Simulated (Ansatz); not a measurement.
# Tunnelling across a broken As chain: predicting one gap

How it was computed: Ansatz 0.2.0, plane waves with PAW datasets at the program's default cutoffs, Fermi-Dirac smearing of 0.05 eV, chains in boxes 7.5 Å wide or more, moments seeded when the perfect chain is relaxed. PBE, no spin-orbit coupling; one bond is opened by s Å beyond its relaxed length, the other atoms of a straight cell of 14 kept, without spin, and the conductance taken at 300 K.

| run | G (G₀) | largest error term (%) | s | ln G |
| --- | --- | --- | --- | --- |
| +1.2 Å | 0.7439 | 2 | 1.2 | −0.2958 |
| +1.8 Å | 0.1912 | 3 | 1.8 | −1.654 |
| +2.5 Å | 0.03587 | 6 | 2.5 | −3.328 |
| +3.3 Å | 0.005281 | 9 | 3.3 | −5.244 |

One run is withheld: run = +4.2 Å, with s = 4.2. Fit a straight line ln G = a + b × s to the 4 rows shown and predict it.

**Fit.** The means are 2.2 for s and −2.63 for ln G. The sum of products of deviations is −5.809 and the sum of squares in s is 2.46, so b = −5.809 / 2.46 = −2.361 and a = −2.63 − (−2.361) × 2.2 = 2.564. The residuals' standard deviation, with 2 degrees of freedom, is σ = 0.032.

**Prediction.** ln G = 2.564 + (−2.361) × 4.2 = −7.353, that is 0.000641 G₀. The run gave 0.000611 G₀ (ln G = −7.4), so the prediction less the run is +0.047. The standard error of a prediction there, σ√(1 + 1/4 + (4.2 − 2.2)²/2.46), is 0.055, and the miss is 0.85 times that, for a point outside the fitted range. With so few rows σ is itself uncertain.

Caveats: Between neighbouring runs the slope of ln G lies between −2.40 and −2.26 per Å, so one exponential is an approximation. Error terms (up to 13 %, withheld run included) bound how much a small miss can mean. Broken ends may want a moment where none was allowed. No image potential, spin-orbit coupling or relaxation; a bent or dimerised chain may be lower in energy. Series of this kind are told only where this holds: one magnetic state in all runs, error terms under 60 %, and the runs' own leads conduct as the perfect chain does. 36 of 42 did.
